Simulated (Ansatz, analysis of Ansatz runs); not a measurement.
# SrLa2S4 (I-42d), Be_i hop between voids (3.6 Å): attempt frequency at charge +2

Aim: the prefactor of a hop in SrLa2S4 (I-42d) (Be_i hop between voids (3.6 Å), charge +2) from the modes of the moving atom at the start and at the top of a path found beforehand. Model: a cell of 56 host atoms with 1 Be put in.

Method: plane-wave PAW DFT, PBEsol; finite-difference force constants of the moving atom alone, in Ansatz 0.2.0.

### 1. Set-up

The cell holds 57 atoms: 8 Sr, 16 La, 32 S and 1 Be. Its edges and angles: a = 12.257 Å, b = 12.257 Å, c = 12.277 Å, α = 59.9°, β = 59.9°, γ = 60.1°. It derives from SrLa2S4 (space group I-42d). Nearest the centre at fractional (0.485, 0.765, 0.678): S35 at 1.31 Å, Sr6 at 1.67 Å, Be57 at 2.02 Å, S54 at 2.68 Å, S26 at 2.93 Å, La23 at 3.21 Å, S39 at 3.32 Å, La18 at 3.38 Å. The cell carries charge +2.

The cell's shortest repeat is 12.3 Å.

### 2. Vibrations of the moving atom at the start point

Harmonic transition-state theory takes the prefactor from the modes at the minimum and at the top. Only the moving atom is displaced, by 0.02 Å, which takes six displaced runs and a reference; the host's atoms are held.

File qp2.start.modes/input.yaml:

```yaml
crystal:
  lattice:
    - [0.0, 8.68134836, 8.65211018]
    - [8.68134836, 0.0, 8.65211018]
    - [8.68134836, 8.68134836, 0.0]
  atoms:
    - { symbol: Sr, position: [0.00512959, 0.00090714, 0.49934753] }
    - { symbol: Sr, position: [0.24604997, 0.2510978, 0.75029506] }
    - { symbol: Sr, position: [0.49631208, 0.49767493, 0.0035287] }
    - { symbol: Sr, position: [0.76227238, 0.74843262, 0.22730948] }
    - { symbol: Sr, position: [0.12757205, 0.62776548, 0.37221933] }
    - { symbol: Sr, position: [0.35194956, 0.88676265, 0.63767379] }
    - { symbol: Sr, position: [0.62358404, 0.11933235, 0.88141871] }
    - { symbol: Sr, position: [0.87462348, 0.37753762, 0.12179661] }
    - { symbol: La, position: [0.12755603, 0.74706708, 0.00304549] }
    - { symbol: La, position: [0.37857429, 0.99569429, 0.25479546] }
    - { symbol: La, position: [0.62475674, 0.24943083, 0.50101734] }
    - { symbol: La, position: [0.87601569, 0.49838375, 0.75204592] }
    - { symbol: La, position: [-0.00374209, 0.12742888, 0.74934012] }
    - { symbol: La, position: [0.25257711, 0.36936217, 1.00004385] }
    - { symbol: La, position: [0.50375501, 0.61999042, 0.24360325] }
    - { symbol: La, position: [0.76439441, 0.88449553, 0.49660274] }
    - { symbol: La, position: [0.24964232, 0.62339247, 0.62780913] }
    - { symbol: La, position: [0.49306683, 0.88228577, 0.87027278] }
    - { symbol: La, position: [0.7517487, 0.12417116, 0.12608777] }
    - { symbol: La, position: [0.99410171, 0.37929875, 0.36914209] }
    - { symbol: La, position: [0.12389872, 0.00301125, 0.12849465] }
    - { symbol: La, position: [0.36714455, 0.25814472, 0.37986111] }
    - { symbol: La, position: [0.6207509, 0.4790851, 0.64051545] }
    - { symbol: La, position: [0.87295784, 0.75218958, 0.87213602] }
    - { symbol: S, position: [0.22014778, 0.47323153, 0.20075356] }
    - { symbol: S, position: [0.48563476, 0.72170406, 0.46376104] }
    - { symbol: S, position: [0.72274914, 0.97465724, 0.6995482] }
    - { symbol: S, position: [0.97091374, 0.22429446, 0.94937832] }
    - { symbol: S, position: [0.09593897, 0.84692516, 0.73145911] }
    - { symbol: S, position: [0.34854298, 0.09614447, 0.98182756] }
    - { symbol: S, position: [0.59735378, 0.34620064, 0.23015907] }
    - { symbol: S, position: [0.82482176, 0.61373456, 0.4735077] }
    - { symbol: S, position: [0.10540255, 0.19808845, 0.22509101] }
    - { symbol: S, position: [0.35369745, 0.45076747, 0.47396851] }
    - { symbol: S, position: [0.59804916, 0.71251916, 0.70050763] }
    - { symbol: S, position: [0.85548225, 0.95022922, 0.97235353] }
    - { symbol: S, position: [0.07302763, 0.48003706, 0.84725357] }
    - { symbol: S, position: [0.32451726, 0.73046271, 0.09687242] }
    - { symbol: S, position: [0.58761781, 0.95294631, 0.36189172] }
    - { symbol: S, position: [0.82339105, 0.22763736, 0.59918411] }
    - { symbol: S, position: [0.21592644, 0.9771004, 0.86087642] }
    - { symbol: S, position: [0.47497194, 0.21479939, 0.1163378] }
    - { symbol: S, position: [0.72056708, 0.47341335, 0.35332104] }
    - { symbol: S, position: [0.97646737, 0.72180238, 0.60328029] }
    - { symbol: S, position: [0.1974929, 0.11034898, 0.47132796] }
    - { symbol: S, position: [0.44494161, 0.34807137, 0.72611771] }
    - { symbol: S, position: [0.69352493, 0.60904438, 0.96293079] }
    - { symbol: S, position: [0.95148683, 0.8565639, 0.22208706] }
    - { symbol: S, position: [0.24037039, 0.81833775, 0.35129978] }
    - { symbol: S, position: [0.47758232, 0.07704216, 0.59599686] }
    - { symbol: S, position: [0.72744729, 0.32276145, 0.85263456] }
    - { symbol: S, position: [0.98534054, 0.57047947, 0.09144413] }
    - { symbol: S, position: [0.087143, 0.35879878, 0.57029781] }
    - { symbol: S, position: [0.34684684, 0.59389029, 0.82782948] }
    - { symbol: S, position: [0.59569571, 0.84572239, 0.07350789] }
    - { symbol: S, position: [0.85061093, 0.1053626, 0.32084132] }
    - { symbol: Be, position: [0.62212161, 0.75234814, 0.49783679] }
  symmetry: { detect: false }
total_charge: 2
basis:
  ecutwfc: 420
  xc_grid: 2
hamiltonian:
  xc: pbesol
kpoints:
  mp_grid: { grid: [1, 1, 1], shift: [0.25, 0.25, 0.25] }
scf:
  occupations: { method: fixed }
  max_iter: 100
phonons:
  supercell: [1, 1, 1]
  displaced_sites: [56]
  amplitude: 0.02
```

Started as:

```
ansatz run input.yaml --threads 32 --pin off --max-ram 84787MiB --backend cuda --events-out ev --progress --plain --runs-dir out --max-vram 78GiB
```

Numbers of over 12 decimals in the logs are rounded to 6 here.

The program printed:

```text
[... repeated set-up lines and file paths are left out, and long positions are rounded to six places ...]
Engine: ansatz 0.2.0, aarch64-unknown-linux-gnu
Pseudopotentials: kind: paw
Pseudopotential: Sr, paw, valence charge 10, recommended cutoff 420 eV (normal), Sr.paw.azcp
Pseudopotential: La, paw, valence charge 11, recommended cutoff 420 eV (normal), La.paw.azcp
Pseudopotential: S, paw, valence charge 6, recommended cutoff 420 eV (normal), S.paw.azcp
Pseudopotential: Be, paw, valence charge 2, recommended cutoff 420 eV (normal), Be.paw.azcp
Functional definition: PBEsol
  exchange = pbesol_x
  correlation = pbesol_c
[...]
Crystal: 57 atoms, lattice volume = 1304.147 Å³
Basis set: ecut = 420 eV, 25573 PW (Γ), exchange–correlation on 180×180×180 points (8 copies of the dense FFT grid, shifted against one another)
Bands: 281, of which v1, the nominal top of the filled ones, is band 224 counted from 1 (223 counted from 0)
Symmetry: 1 space group operations
k-points: 1
Non-local potential: Sr, projectors of the file, l = 0: 3, l = 1: 2, l = 2: 2
Non-local potential: La, projectors of the file, l = 0: 3, l = 1: 2, l = 2: 2, l = 3: 3
Non-local potential: S, projectors of the file, l = 0: 2, l = 1: 2, l = 2: 2
Non-local potential: Be, projectors of the file, l = 0: 2, l = 1: 2, l = 2: 1
PAW form: soft (Blöchl's): semilocal exchange-correlation on the pseudo side does not see the compensation charge
PAW frozen core: Sr, regenerated for the run's functional, and the local potential with it (the file was generated under x = pbe(κ = 0.804, μ = 0.219515), c = pbe(β = 0.066725))
PAW frozen core: La, regenerated for the run's functional, and the local potential with it (the file was generated under x = pbe(κ = 0.804, μ = 0.219515), c = pbe(β = 0.066725))
PAW frozen core: S, regenerated for the run's functional, and the local potential with it (the file was generated under x = pbe(κ = 0.804, μ = 0.219515), c = pbe(β = 0.066725))
PAW frozen core: Be, regenerated for the run's functional, and the local potential with it (the file was generated under x = pbe(κ = 0.804, μ = 0.219515), c = pbe(β = 0.066725))
PAW one-centre angular grid: Sr, 110 points (default); XC on 64 Gauss nodes
PAW one-centre angular grid: La, 590 points (default); XC on 64 Gauss nodes
PAW one-centre angular grid: S, 110 points (default); XC on 64 Gauss nodes
[...]
Initial density: superposition of atomic densities (neutral atoms scaled as one to the charged cell's electrons: chi_scale 0, normalization atom), corrected by the library's trained network
Initial wavefunctions: pseudopotential atomic-orbital guess
[...]
Functional: x = pbesol(κ = 0.804, μ = 0.123457), c = pbesol(β = 0.046)
SCF iter   1: F=—  HF=-155070.757333 eV  |F-HF|=—  |Δ(HF+E_count)|=         —  Δρ=5.46e-3  dr2=5.80e-1  ethr=1.77e-3  ⟨swp⟩=7.0  Hψ=1289  notcnv=0  defer=50
preconditioner: auto → Resta (q_TF=auto, 2.283 Å⁻¹)  ε∞=4.4  [insulator: Δε(μ)=2.175 eV  Ē_g=11.088 eV  n_scr=258 (ndim 8)  ℏωp=20.6 eV  f_vac=0.000  ε∞_Penn≈4.4]
SCF iter   2: F=—  HF=-155070.629040 eV  |F-HF|=—  |Δ(HF+E_count)|=   1.28e-1  Δρ=2.02e-3  dr2=5.22e-2  ethr=1.29e-4  ⟨swp⟩=4.0  Hψ=430  notcnv=0  defer=55
[...]
SCF iter  10: F=-155070.624284 eV  HF=-155070.624284 eV  |F-HF|=3.20e-10  |Δ(HF+E_count)|=  3.78e-10  Δρ=1.15e-7  dr2=4.04e-10  ethr=1.00e-12  ⟨swp⟩=26.0  Hψ=2104  notcnv=0
SCF 1 converged in 10 iterations: F = -155070.624284 eV  dr2 = 4.04e-10
  greatest PAW one-centre occupation: 0.986 electrons in one spin orbital (limit 2), on the Sr atom at site 3 (counted from 0), in its partial waves of l = 0
[...]
iter 1 solved again at ethr=9.52e-8 eV; its pass at ethr=3.10e-3 eV (dr2=4.26e-4 eV) is discarded
SCF iter   1: F=—  HF=-155070.622676 eV  |F-HF|=—  |Δ(HF+E_count)|=         —  Δρ=1.71e-4  dr2=5.75e-4  ethr=9.52e-8  ⟨swp⟩=3.0  Hψ=859  notcnv=0  defer=54
SCF iter   2: F=—  HF=-155070.622526 eV  |F-HF|=—  |Δ(HF+E_count)|=   1.50e-4  Δρ=8.63e-5  dr2=1.21e-4  ethr=9.52e-8  ⟨swp⟩=2.0  Hψ=362  notcnv=0  defer=47
[...]
SCF 2 converged in 8 iterations: F = -155070.622702 eV  dr2 = 9.47e-12
[...]
SCF 3 converged in 5 iterations: F = -155070.622672 eV  dr2 = 3.86e-11
[...]
SCF 4 converged in 8 iterations: F = -155070.623073 eV  dr2 = 2.64e-11
[...]
SCF 5 converged in 5 iterations: F = -155070.622563 eV  dr2 = 4.34e-11
[...]
SCF 6 converged in 8 iterations: F = -155070.622434 eV  dr2 = 1.02e-11
[...]
SCF 7 converged in 5 iterations: F = -155070.622476 eV  dr2 = 2.69e-11
SCF converged after 10 iterations
[...]
atom  39  S      0.00217358    -0.00294957    -0.00080883
  [... 1 atom left out ...]
  atom  41  S     -0.00525408     0.00237635    -0.00057242
  [... 8 atoms left out ...]
  atom  50  S      0.00036722     0.00168848    -0.00004212
  [... 3 atoms left out ...]
  atom  54  S     -0.00081088     0.00032987     0.00517302
  [... 2 atoms left out ...]
  atom  57  Be     0.00074481     0.01277665    -0.00103912
  max |Σ_I F_I| component: 2.40e-6 eV/Å
--- Band table (eV) ---
  k-point 0: bands = ["-24.4605", "-24.4596", "-24.4282", "-24.4275", [... 52 left out ...] "-6.4402", "-6.4300", "-6.4197", "-6.4"]
--- Phonons: 6 displaced members + reference (amplitude 0.02 Å, Σ member SCF iterations 39) ---
  symmetry images taken by strict's conditions (phonons.symmetry_images: auto; settled by no image being taken that strict refuses)
  force constants formed among 1 of 57 sites (Be 56); the other 56 at rest. The modes move the named sites alone.
  the frequencies, the zero-point energy and the sums are of the block with the acoustic sum rule laid on its rows. Row sums over every site: 2.6e-5 eV/Å² at the most
  transpose residual: 2.0e-3 eV/Å²
  largest component of a force at the reference: 1.3e-2 eV/Å on a named site, 1.2e-2 eV/Å on a site at rest
  frequencies among the named sites at Γ of the cell (cm⁻¹): 470.21 484.44 531.31
  unstable modes among the named sites: 0
  frequencies as built, with no sum rule (cm⁻¹): 470.21 484.44 531.31
  zero-point energy: 0.092118 eV/cell   skipped modes (ω ≤ 0): 0
  not written: the harmonic force-constant file, the file of eigenvectors (these modes' are written with the force constants), the density of states and the dispersion, which are of every site
```

Wall time 3.3 s (1 × NVIDIA GB200 with 32 threads of Arm Neoverse V2, shared host); peak memory 2.1 GiB; 15 s of CPU time.

Read from the output:

```
free energy                : -155070.6243 eV
frequencies of moving atom : 470.2, 484.4, 531.3 cm⁻¹ (negative: imaginary)
```

The three modes are 470, 484 and 531 cm⁻¹: all real, a minimum for this atom with the others held.

### 3. Vibrations of the moving atom at the top of the path

The same at the top, where the mode along the path should be imaginary.

File qp2.top.modes/input.yaml:

```yaml
crystal:
  lattice:
    - [0.0, 8.68134836, 8.65211018]
    - [8.68134836, 0.0, 8.65211018]
    - [8.68134836, 8.68134836, 0.0]
  atoms:
    - { symbol: Sr, position: [0.00700327, -0.00629186, 0.49752775] }
    - { symbol: Sr, position: [0.2453303, 0.25349429, 0.7506451] }
    - { symbol: Sr, position: [0.50031698, 0.50167165, -0.00246016] }
[... 2 atom lines left out ...]
    - { symbol: Sr, position: [0.33997573, 0.91975813, 0.62787325] }
[... 9 atom lines left out ...]
    - { symbol: La, position: [0.75420895, 0.87767596, 0.49539071] }
[... 1 atom line left out ...]
    - { symbol: La, position: [0.49080817, 0.88681152, 0.87702038] }
[... 4 atom lines left out ...]
    - { symbol: La, position: [0.64573275, 0.44741213, 0.63089195] }
[... 2 atom lines left out ...]
    - { symbol: S, position: [0.48286794, 0.72149305, 0.47575266] }
[... 8 atom lines left out ...]
    - { symbol: S, position: [0.59353087, 0.71611122, 0.7252544] }
[... 3 atom lines left out ...]
    - { symbol: S, position: [0.57001826, 0.98371553, 0.35256335] }
[... 1 atom line left out ...]
    - { symbol: S, position: [0.21354655, 0.97939486, 0.86476938] }
[... 8 atom lines left out ...]
    - { symbol: S, position: [0.4739512, 0.0797392, 0.59865189] }
[... 3 atom lines left out ...]
    - { symbol: S, position: [0.3646422, 0.60240217, 0.80896726] }
[... 2 atom lines left out ...]
    - { symbol: Be, position: [0.54010631, 0.70014474, 0.61091764] }
  symmetry: { detect: false }
total_charge: 2
basis:
  ecutwfc: 420
  xc_grid: 2
hamiltonian:
  xc: pbesol
kpoints:
  mp_grid: { grid: [1, 1, 1], shift: [0.25, 0.25, 0.25] }
scf:
  occupations: { method: fixed }
  max_iter: 100
phonons:
  supercell: [1, 1, 1]
  displaced_sites: [56]
  amplitude: 0.02
```

The program printed:

```text
[...]
Crystal: 57 atoms, lattice volume = 1304.147 Å³
Basis set: ecut = 420 eV, 25573 PW (Γ), exchange–correlation on 180×180×180 points (8 copies of the dense FFT grid, shifted against one another)
Bands: 281, of which v1, the nominal top of the filled ones, is band 224 counted from 1 (223 counted from 0)
[... 1 set-up line as in the run before ...]
k-points: 1
[...]
SCF iter   1: F=—  HF=-155068.757323 eV  |F-HF|=—  |Δ(HF+E_count)|=         —  Δρ=5.59e-3  dr2=6.37e-1  ethr=1.77e-3  ⟨swp⟩=7.0  Hψ=1223  notcnv=0  defer=53
[...]
SCF iter   2: F=—  HF=-155068.617690 eV  |F-HF|=—  |Δ(HF+E_count)|=   1.40e-1  Δρ=2.08e-3  dr2=5.88e-2  ethr=1.42e-4  ⟨swp⟩=4.0  Hψ=428  notcnv=0  defer=55
[...]
SCF iter  10: F=-155068.606523 eV  HF=-155068.606523 eV  |F-HF|=4.66e-10  |Δ(HF+E_count)|=  2.62e-10  Δρ=1.32e-7  dr2=6.25e-10  ethr=1.00e-12  ⟨swp⟩=34.0  Hψ=2210  notcnv=0
SCF 1 converged in 10 iterations: F = -155068.606523 eV  dr2 = 6.25e-10
[...]
SCF iter   2: F=—  HF=-155068.603029 eV  |F-HF|=—  |Δ(HF+E_count)|=   1.74e-3  Δρ=1.07e-4  dr2=1.55e-4  ethr=1.58e-7  ⟨swp⟩=2.0  Hψ=360  notcnv=0  defer=50
[...]
SCF 2 converged in 8 iterations: F = -155068.604714 eV  dr2 = 2.58e-11
[...]
SCF 3 converged in 5 iterations: F = -155068.604023 eV  dr2 = 3.89e-11
[...]
SCF 4 converged in 8 iterations: F = -155068.603783 eV  dr2 = 3.32e-11
[...]
SCF 5 converged in 5 iterations: F = -155068.603569 eV  dr2 = 6.29e-11
[...]
SCF 6 converged in 8 iterations: F = -155068.606895 eV  dr2 = 2.28e-11
[...]
SCF 7 converged in 5 iterations: F = -155068.606420 eV  dr2 = 2.93e-11
SCF converged after 10 iterations
[...]
[... 10 atoms left out ...]
  atom  50  S      0.00006370     0.00182677     0.00154958
  [... 3 atoms left out ...]
  atom  54  S      0.00290028     0.00648007    -0.00129103
  [... 2 atoms left out ...]
  atom  57  Be     0.01755676     0.00464150     0.01172466
  max |Σ_I F_I| component: 2.47e-6 eV/Å
--- Band table (eV) ---
[...]
transpose residual: 4.1e-3 eV/Å²
[...]
frequencies among the named sites at Γ of the cell (cm⁻¹): -330.33 509.19 764.20
  unstable modes among the named sites: 1
  frequencies as built, with no sum rule (cm⁻¹): -330.33 509.19 764.20
  zero-point energy: 0.078940 eV/cell   skipped modes (ω ≤ 0): 1, of them read as no rigid motion or as one in doubt: 1 (1.000e0 modes/cell left out, lowest -330.33 cm⁻¹)
[...]
```

The job ended after 3.4 s (1 × NVIDIA GB200 with 32 threads; peak memory 2.1 GiB; 16 s of CPU time).

Numbers from this step:

- free energy: -155068.6065 eV
- frequencies of moving atom: -330.3, 509.2, 764.2 cm⁻¹ (negative: imaginary)

The three modes are 330i, 509 and 764 cm⁻¹: one imaginary, a saddle of first order for this atom with the others held.

### 4. Attempt frequency and hop rate

Analysis of the runs above: harmonic transition-state theory from the moving atom's modes alone (Vineyard), PBEsol.

It gives:

| Property | Result |
| --- | --- |
| attempt frequency | 9.324 THz |

Hop rate against temperature:

| temperature (K) | hop rate (1/s) |
| --- | --- |
| 200 | 1.3e-38 |
| 300 | 1.2e-21 |
| 400 | 3.5e-13 |
| 600 | 1.0e-4 |
| 800 | 1.81 |
| 1000 | 632 |

### 5. Outcome

- attempt frequency (attempt frequency and hop rate): 9.32 THz

The attempt frequency, the product of the three frequencies at the start over that of the two real ones at the top (Vineyard), is 9.3 THz. With the barrier of 2.02 eV it gives 1.0e-04 hops a second at 600 K along this one path; equivalent neighbouring sites multiply that. The host's atoms were held, though they move along the path too, so the prefactor is rough. Keep in mind: one k-point off the zone centre stands for the whole zone; spin–orbit coupling, which can matter with heavy atoms, is left out.

[Logs are printed without paths, hosts, clocks, repeated set-up lines and the standing remarks that a program may print on its own settings, such as how far it seeks lower states.]

[Hosts, paths, dates, database ids (printed as entryN), source tags and the programs' standing remarks are cut or masked in the printed files.]
